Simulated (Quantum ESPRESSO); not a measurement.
## Fixed-spin-moment curve of NiO

Aim: the energy of NiO as a function of the total spin moment of its primitive cell.

Method: PBEsol with U = 3.6 eV on Ni d (ortho-atomic projectors); plane waves with GBRV 1.5 PBEsol potentials, no spin-orbit coupling, in Quantum ESPRESSO 7.5.

### 1. The structure

Symmetry: Fm-3m, No. 225, cubic system. Conventional cell: a = 4.172 Å, b = 4.172 Å, c = 4.172 Å, α = 90.00°, β = 90.00°, γ = 90.00°. Ni has 6 O at 2.09 Å nearest. O has 6 Ni at 2.09 Å nearest. Farther neighbours and most contacts between anions are not listed.

The cell comes from the Crystallography Open Database.

### 2. No moment imposed

Input file pw.in:

```
&CONTROL
  calculation = 'scf'
  prefix = 'pwscf'
  outdir = './tmp'
  pseudo_dir = './pseudo'
  disk_io = 'nowf'
/
&SYSTEM
  ibrav = 0
  nat = 2
  ntyp = 2
  ecutwfc = 40
  ecutrho = 280
  nbnd = 20
  occupations = 'smearing'
  smearing = 'fd'
  degauss = 0.00734986
  nspin = 2
  starting_magnetization(1) = 0.1111
  starting_magnetization(2) = 0
/
&ELECTRONS
  conv_thr = 4d-09
  electron_maxstep = 150
  mixing_beta = 0.3
/
ATOMIC_SPECIES
Ni     58.6934 ni_pbesol_v1.4.uspp.F.UPF
O      15.9990 o_pbesol_v1.2.uspp.F.UPF
CELL_PARAMETERS angstrom
   0.0000000000    2.0859016414    2.0859016414
   2.0859016414    0.0000000000    2.0859016414
   2.0859016414    2.0859016414    0.0000000000
ATOMIC_POSITIONS crystal
Ni      0.0000000000    0.0000000000    0.0000000000
O       0.5000000000    0.5000000000    0.5000000000
K_POINTS automatic
8 8 8 0 0 0
HUBBARD {ortho-atomic}
U Ni-3d 3.6000
```

Command:

```console
OMP_NUM_THREADS=1 mpirun -n 2 pw.x -nk 2 -in pw.in > pw.out
```

Planned after this: moment fixed at 0 μB; moment fixed at 0.45 μB; moment fixed at 0.9 μB; an input with a fault; E(M).

Before running: what should come out for the energy at zero total moment?

At zero total moment the site moments vanish, so the 998 meV a cell is the energy of forming them, the change of the Hubbard energy included. The points show one minimum alone. The free run has a whole-number moment, and the slope goes from -631 to 3385 meV/μB between its neighbours: a kink, as where a spin channel has a gap, so no stiffness is given.

```
energy at zero total moment : 998 meV a cell over the lowest
```

The cell holds one seeded atom, so opposed orders, which may lie lower, cannot form in it. Energies are free energies at an electronic temperature of 1160 K, which lowers moments and differences where the moments are itinerant.

[Logs and program files are shortened in this print: banners, set-up blocks, solver, clock and traceback lines can be left out without a mark of their own.]

[Logs are printed without paths, hosts, clocks, repeated set-up lines and the standing remarks that a program may print on its own settings, such as how far it seeks lower states.]

[Hosts, paths, dates, database ids (printed as entryN), source tags and the programs' standing remarks are cut or masked in the printed files.]

[Where a cell is said to come from a database of computed structures, the database is the Materials Project.]
